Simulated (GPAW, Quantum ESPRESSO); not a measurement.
The Al K edge of atom 1 in Al (Aluminum, Fm-3m), with 12 Al at 2.86 Å (cuboctahedral, site symmetry m-3m), was computed in 2 ways: excited-electron core hole (neutral cell) and no core hole. Program and functional: Quantum ESPRESSO XSpectra, LDA, Lorentzian half width 0.3 eV up to 4 eV, rising linearly to 2.5 eV at 25 eV; cells of 1 and 8 atoms (the run without a hole in the smaller).

Each run is counted from its own lowest empty level or Fermi level and scaled to a mean of 1 over its first 20 eV.

| E (eV) | run 1 | run 2 |
| --- | --- | --- |
| -2.00 | 0.04 | 0.03 |
| -1.25 | 0.07 | 0.05 |
| -0.50 | 0.13 | 0.09 |
| 0.25 | 0.47 | 0.32 |
| 1.00 | 0.84 | 0.67 |
| 1.75 | 0.86 | 0.58 |
| 2.50 | 1.06 | 0.69 |
| 3.25 | 1.14 | 0.70 |
| 4.00 | 1.56 | 0.86 |
| 4.75 | 1.28 | 0.96 |
| 5.50 | 1.32 | 1.08 |
| 6.25 | 1.28 | 1.14 |
| 7.00 | 1.03 | 1.10 |
| 7.75 | 1.00 | 1.05 |
| 8.50 | 0.99 | 1.02 |
| 9.25 | 0.97 | 1.01 |
| 10.00 | 1.03 | 1.03 |
| 10.75 | 1.03 | 1.09 |
| 11.50 | 1.08 | 1.11 |
| 12.25 | 1.12 | 1.17 |
| 13.00 | 1.08 | 1.20 |
| 13.75 | 1.00 | 1.21 |
| 14.50 | 0.99 | 1.21 |
| 15.25 | 0.96 | 1.21 |
| 16.00 | 0.91 | 1.19 |
| 16.75 | 0.87 | 1.16 |
| 17.50 | 0.82 | 1.12 |
| 18.25 | 0.79 | 1.07 |
| 19.00 | 0.75 | 1.02 |
| 19.75 | 0.72 | 0.98 |
| 20.50 | 0.68 | 0.93 |
| 21.25 | 0.64 | 0.88 |
| 22.00 | 0.60 | 0.82 |
| 22.75 | 0.56 | 0.76 |
| 23.50 | 0.53 | 0.70 |
| 24.25 | 0.51 | 0.65 |
| 25.00 | 0.50 | 0.60 |
| 25.75 | 0.50 | 0.57 |
| 26.50 | 0.52 | 0.55 |
| 27.25 | 0.56 | 0.54 |
| 28.00 | 0.62 | 0.56 |
| 28.75 | 0.70 | 0.60 |
| 29.50 | 0.80 | 0.65 |
| 30.25 | 0.90 | 0.73 |
| 31.00 | 0.99 | 0.82 |
| 31.75 | 1.06 | 0.92 |

Q: Which run is which?

Run 1: excited-electron core hole (neutral cell) (area from −2 to 6 eV 6.7, main maxima 1.3 eV (0.89), 4.0 eV (1.57), 5.2 eV (1.37), 6.3 eV (1.28) and 12.2 eV (1.12)). Run 2: no core hole (area from −2 to 6 eV 4.6, main maxima 1.1 eV (0.67), 2.9 eV (0.77), 4.6 eV (0.98), 6.6 eV (1.17) and 15.2 eV (1.21)). With each curve scaled to its own mean, the area from −2 to 6 eV with the hole is 6.7 against 4.6, and the centre of weight from −1 to 20 eV moves by -1.3 eV: the hole pulls the absorber's empty states down.

[Hosts, paths, dates, database ids (printed as entryN), source tags and the programs' standing remarks are cut or masked in the printed files.]

[Lists of maxima count a maximum above −3 eV only where it reaches 4 % of the highest in the window and stands out from its surroundings by 2 % of it (1.5 % where it reaches 55 %); shoulders and weaker maxima are passed over, and of the rest the first, up to two pre-edge ones and the few strongest are named.]
